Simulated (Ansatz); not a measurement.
# Dielectric response of KCl (001) films, part 3 of 3

How well do thin rocksalt KCl (001) films screen a perpendicular field?

Ansatz 0.2.0; plane-wave DFT, PBE, Ansatz PAW (the session's first sound run).

So far. Step 26 (Response with the atoms relaxed, 16 atoms, units 8): The induced dipole is that of a conductor 22.35 Å thick. Step 29 (The bulk crystal): The gap is 5.19 eV.

### Step 30. Band edges against the vacuum, levels PBE

This step: plane-wave DFT, PBE, Ansatz PAW; band edges against the vacuum, bulk levels by PBE (Ansatz 0.2.0).

System of this step: KCl (001), 8 units. The cell holds 16 atoms: 8 K and 8 Cl. Its edges and angles: a = 4.448 Å, b = 4.448 Å, c = 40.015 Å, α = 90.0°, β = 90.0°, γ = 90.0°. It derives from KCl (rocksalt KCl). Vacuum lies along c.

The averaged potential in the middle of the thickest slab ties the bulk's levels to the vacuum level.

align.yaml reads:

```yaml
surface:
  bulk: { run: bulk.run }
  slab: { run: end8.run, axis: 3 }
  face: plus
  period: 3.145
```

On the command line:

```sh
$ ansatz align-bands align.yaml -- --threads 8 --pin off
```

Run time: 0.05 s. Hardware: 8 threads of Arm Neoverse V2, shared host.

Read from the output:

| Quantity | Value |
| --- | --- |
| ionisation energy | 6.208 eV |
| electron affinity | 1.014 eV |
| slab level shift | -0.02320 eV |

Check by hand: ionisation energy less affinity, 6.21 − (1.01) = 5.19 eV, is the bulk gap at this level.

The program warns that the averaged potential varies by 0.22 eV in the slab's middle, which these edges carry as an error.

### Step 31. The bulk with HSE06, k-mesh 6×6×6

This step: plane-wave DFT, HSE06, Ansatz PAW (Ansatz 0.2.0).

System of this step: rocksalt KCl. The structure is cubic, space group Fm-3m (No. 225). The conventional cell has a = 6.290 Å, b = 6.290 Å, c = 6.290 Å, α = 90.00°, β = 90.00°, γ = 90.00°. Nearest to K lie 6 Cl at 3.15 Å. Cl has 6 K at 3.15 Å nearest. Farther neighbours, and contacts between anions beyond the nearest, are not listed.

A hybrid functional removes part of the gap error, and is affordable in the small bulk cell.

input.yaml reads:

```yaml
crystal:
  lattice:
    - [0.0, 3.145, 3.145]
    - [3.145, 0.0, 3.145]
    - [3.145, 3.145, 0.0]
  atoms:
    - { symbol: K, position: [0.0, 0.0, 0.0] }
    - { symbol: Cl, position: [0.5, 0.5, 0.5] }
kpoints:
  mp_grid: { grid: [6, 6, 6] }
hamiltonian:
  xc: hse06
scf:
  occupations: { method: fixed }
  convergence: { dr2_threshold: 1.0e-08 }
output:
  eigenvalues: true
checkpoint:
  write: bulk-hse.run
  compress: false
  write_wavefunctions: false
```

On the command line:

```sh
$ ansatz run input.yaml --threads 8 --pin off --max-ram 12288MiB --backend cpu --events-out ev --progress --plain --runs-dir out
```

It took 3 s on 8 threads; peak memory 1.4 GiB.

Numbers from this step:

| Property | Result |
| --- | --- |
| gap on the k-mesh | 6.504 eV |

The gap is 6.50 eV.

### Step 32. Band edges against the vacuum, levels HSE06

This step: plane-wave DFT, PBE, Ansatz PAW; band edges against the vacuum, bulk levels by HSE06 (Ansatz 0.2.0).

System of this step: KCl (001), 8 units. The cell holds 16 atoms: 8 K and 8 Cl. Its edges and angles: a = 4.448 Å, b = 4.448 Å, c = 40.015 Å, α = 90.0°, β = 90.0°, γ = 90.0°. It derives from KCl (rocksalt KCl). Vacuum lies along c.

The same line-up with the hybrid's levels.

align.yaml reads:

```yaml
surface:
  bulk: { run: bulk.run, levels_from: { run: bulk-hse.run } }
  slab: { run: end8.run, axis: 3 }
  face: plus
  period: 3.145
```

On the command line:

```sh
$ ansatz align-bands align.yaml -- --threads 8 --pin off
```

Run time: 0.06 s. Hardware: 8 threads.

This step gave:

- ionisation energy: 7.194 eV
- electron affinity: 0.6899 eV

Check by hand: ionisation energy less affinity, 7.19 − (0.69) = 6.50 eV, is the bulk gap at this level.

The program warns that the averaged potential varies by 0.22 eV in the slab's middle, which these edges carry as an error.

### Step 33. The same run with other settings

This step: plane-wave DFT, PBE, Ansatz PAW (Ansatz 0.2.0).

System of this step: KCl (001), 3 units. The cell holds 6 atoms: 3 K and 3 Cl. Its edges and angles: a = 4.448 Å, b = 4.448 Å, c = 24.290 Å, α = 90.0°, β = 90.0°, γ = 90.0°. It derives from KCl (rocksalt KCl). Vacuum lies along c.

A run with a changed input: it repeats the earlier run at 0.05 V/Å, 3 units with efield.ramp_width from 0.06 to 0.15 and efield.dipole_correction from true to false.

input.yaml reads:

```yaml
crystal:
  lattice:
    - [4.44770165, 0.0, 0.0]
    - [0.0, 4.44770165, 0.0]
    - [0.0, 0.0, 24.29]
  atoms:
    - { symbol: K, position: [0.5, 0.5, 0.3696759625] }
    - { symbol: Cl, position: [0.0, 0.0, 0.3679326479] }
    - { symbol: K, position: [0.0, 0.0, 0.5000000062] }
    - { symbol: Cl, position: [0.5, 0.5, 0.499999986] }
    - { symbol: K, position: [0.5, 0.5, 0.630324048] }
    - { symbol: Cl, position: [0.0, 0.0, 0.6320673494] }
kpoints:
  mp_grid: { grid: [6, 6, 1] }
hamiltonian:
  xc: pbe
scf:
  occupations: { method: fixed }
  convergence: { dr2_threshold: 1.0e-10 }
efield:
  axis: 3
  dipole_correction: false
  ramp_position: 0.97
  ramp_width: 0.15
  amplitude: 0.05
output:
  write_potential: true
  write_density: true
  volumetric_format: npy
```

On the command line:

```sh
$ ansatz run input.yaml --threads 8 --pin off --max-ram 12288MiB --backend cpu --events-out ev --progress --plain --runs-dir out
```

It took 1.9 s on 8 threads; peak memory 0.92 GiB.

```csv
quantity,this run,earlier run,difference
dipole along the normal (e·Å),0.03979,0.03062,0.0092
gap on the k-mesh (eV),4.827,4.866,-0.039
```

With the dipole correction off, the periodic images add a field of their own to the typed one.

What moves beyond 0.01 in its unit (for the dipole 0.5 % and 5e-5 e·Å): dipole along the normal (+0.00917 e·Å) and gap on the k-mesh (-0.039 eV).

These numbers are not those of the isolated slab.

### Step 34. The same run with other settings: efield.ramp_width = 0.15

Another changed input: it repeats the earlier run at 0.05 V/Å, 3 units with efield.ramp_width from 0.06 to 0.15.

input.yaml, as its differences from that of step 33:

```diff
@@ -21,3 +21,3 @@
   axis: 3
-  dipole_correction: false
+  dipole_correction: true
   ramp_position: 0.97
```

Run time: 2 s. Hardware: 8 threads; peak memory 0.91 GiB.

Numbers from this step:

```
gap on the k-mesh       : 4.867 eV
dipole along the normal : 0.03061 e·Å
```

```csv
quantity,this run,earlier run,difference
dipole along the normal (e·Å),0.03061,0.03062,-8.2e-7
gap on the k-mesh (eV),4.867,4.866,0.0014
```

Nothing in the table moves by 0.01 in its unit (for the dipole 0.5 % and 5e-5 e·Å).

### Step 35. Results

| Property | Result |
| --- | --- |
| electronic ε from the thickness series | 2.30 |
| static ε from the thickness series | 5.91 |
| local electronic ε, middle of 8 units | 2.30 |
| ionisation energy, levels by PBE | 6.21 eV |
| electron affinity, levels by PBE | 1.01 eV |
| ionisation energy, levels by HSE06 | 7.19 eV |
| electron affinity, levels by HSE06 | 0.690 eV |

In words: The films give an electronic ε of 2.30 and a static ε of 5.91. The slope of the series and the field inside the thickest film give 2.30 and 2.30, in agreement. Ions raise ε from 2.30 to 5.91. HSE06 levels deepen the valence edge by 0.99 eV on the same PBE surface dipole. The alignment warns that the averaged potential still varies by 0.22 eV in the slab's middle, which the band edges carry as an error. The in-plane lattice constants are held at typed bulk values. Semilocal functionals tend to overestimate the electronic ε a little.

[Long decimals in the printed logs are rounded to 6 places.]

[Logs are printed without paths, hosts, clocks, repeated set-up lines and the standing remarks that a program may print on its own settings, such as how far it seeks lower states.]

[Hosts, paths, dates, database ids (printed as entryN), source tags and the programs' standing remarks are cut or masked in the printed files.]

[Maps of the electrostatic potential energy from Ansatz leave out the sawtooth potential of an applied field or a dipole correction, so their vacuum need not be flat; planar profiles and work functions include it.]
